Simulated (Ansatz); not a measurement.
# LaZnGa: which shell does photoemission see at 21.2 and 60 eV? (LDA)

The valence band of LaZnGa mixes several shells. Work out by hand which one leads the spectrum's area at each photon energy.

Filled states come from the projected DOS of Ansatz 0.2.0 (LDA+U, plane waves); cross sections σ and asymmetry parameters β are those of free atoms in a Dirac–Hartree–Slater calculation. A shell's area is states × σ × angular factor, which is 1 + β·P₂(cos θ) for linear light, with θ = 10° from the polarisation and P₂ = 0.955.

**At 21.2 eV** (states counted from 11.2 eV below the zero; other shells add 0.47 to the products' sum of 41.8):

```
shell  filled states a cell  cross section (Mb an electron)     β  angular factor  product  share by hand (%)  share in the simulated spectrum (%)
La 5p                  0.00                               0  0.00            1.00        0                  0                                    0
La 5d                  4.73                            3.44  0.77            1.74     28.3                 68                                   68
Ga 4p                  5.22                           0.352  1.89            2.81     5.15                 12                                   12
Ga 3d                  0.03                               0  0.00            1.00        0                  0                                    0
Zn 3d                 19.85                           0.394  0.01            1.01     7.92                 19                                   19
```

**At 60 eV** (states counted from 18.3 eV below the zero; other shells add 0.92 to the products' sum of 42.4):

| shell | filled states a cell | cross section (Mb an electron) | β | angular factor | product | share by hand (%) | share in the simulated spectrum (%) |
| --- | --- | --- | --- | --- | --- | --- | --- |
| La 5p | 11.48 | 0.155 | 0.72 | 1.69 | 3 | 7 | 7 |
| La 5d | 4.79 | 0.103 | 1.92 | 2.83 | 1.39 | 3 | 3 |
| Ga 4p | 5.48 | 0.0133 | -0.13 | 0.87 | 0.0638 | 0 | 0 |
| Ga 3d | 19.97 | 0.758 | -0.01 | 0.99 | 15 | 35 | 35 |
| Zn 3d | 19.87 | 0.934 | 0.19 | 1.18 | 22 | 52 | 52 |

La 5d leads at 21.2 eV and Zn 3d at 60 eV. Between the two energies σ of La 5d changes by a factor 0.030 and that of Zn 3d by 2.4, so their ratio moves 79-fold in favour of the second. The simulated spectrum uses the same rule on the energy-resolved DOS, so the two share columns agree within a few points.

Only crystals where the two columns agree within 4 points and the lead is clear are worked in this form. Free-atom cross sections ignore the solid's final states, no escape depth or background enters, and the count of states a shell hangs on the projection.

[Logs are printed without paths, hosts, clocks, repeated set-up lines and the standing remarks that a program may print on its own settings, such as how far it seeks lower states.]
